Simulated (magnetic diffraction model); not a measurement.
**Moment size from magnetic intensity in RbTbO2**

Space group I4_1/amd (no. 141, origin choice 1), a = 5.1880 Å, c = 11.4360 Å.

```
site  atom    x    y       z
  4b    Tb  1/2  1/2       0
  4a    Rb    0  1/2     1/4
  8e     O  1/2    0  0.4718
```

The compound is invented for this exercise: a known structure type with other elements, its cell scaled to their sizes and not relaxed.

Only Tb is taken to order (form factors of Tb3+); orders and moment sizes are assumed, and not adapted to the symmetry. Radiation: neutrons of λ = 2.52 Å, 8° to 100°; isotropic B of 0.17 Å² (Tb), 0.29 Å² (Rb) and 0.32 Å² (O). The intensities are simulated: I ∝ L Σ (|F_N|² + |F_M⊥|²) for unpolarised neutrons, with F_M = 2.695 fm/μB × Σ f(s) S exp(2πi Q·r) exp(−B s²) at Q = H ± k (one set where k and −k are equivalent), only the part normal to Q counting and L = 1/(sin²θ cos θ). For collinear order S is the moment m, which repeats by lattice and centring translations R with the sign exp(−2πi k·R). Form factors are spin-only for 3d ions and dipole or tabulated for f ions, scattering lengths are Sears's of 1992, and absorption is left out. A label names one of the reflections at its angle. The strongest nuclear line in the range is 100, and lines under 0.2 are left out.

In a first state the assumed order is k = (1 0 0), collinear moments along [111], 5.1 μB on Tb; signs + at (1/2, 1/2, 0), − at (1/2, 0, 1/4), with this pattern:

| 2θ (°) | index | nuclear | magnetic |
| --- | --- | --- | --- |
| 12.65 | (0 0 1) | 0.0 | 34.6 |
| 28.11 | (0 1 0) | 0.0 | 39.5 |
| 30.93 | (1 0 1) | 2.5 | 0.0 |
| 38.29 | (1 0 2) | 0.0 | 28.9 |
| 38.60 | (0 0 3) | 0.0 | 3.5 |
| 42.29 | (1 1 1) | 0.0 | 31.1 |
| 48.17 | (1 1 2) | 5.2 | 0.0 |
| 48.43 | (1 0 3) | 6.2 | 0.0 |
| 52.30 | (0 0 4) | 47.3 | 0.0 |
| 56.94 | (1 1 3) | 0.0 | 11.8 |
| 58.12 | (2 0 0) | 100.0 | 0.0 |
| 59.74 | (2 0 1) | 0.0 | 15.0 |
| 60.42 | (0 1 4) | 0.0 | 7.5 |
| 65.79 | (2 1 0) | 0.0 | 12.6 |
| 66.86 | (0 0 5) | 0.0 | 1.0 |
| 67.30 | (2 1 1) | 1.3 | 0.0 |
(The table stops after 16 lines; 16 more lie at higher angle.)

**Question.** Nearer the ordering temperature the line at 28.11° has total intensity 3.6 on the same scale, and all moments have shrunk alike. How large is the Tb moment?

The nuclear part, 0.0, stays, so the magnetic part is 3.6 against 39.5. It goes as m², so m = 5.1 × √(3.6/39.5) = 1.54 μB; the value used was 1.53 μB.

[Logs are printed without paths, hosts, clocks, repeated set-up lines and the standing remarks that a program may print on its own settings, such as how far it seeks lower states.]
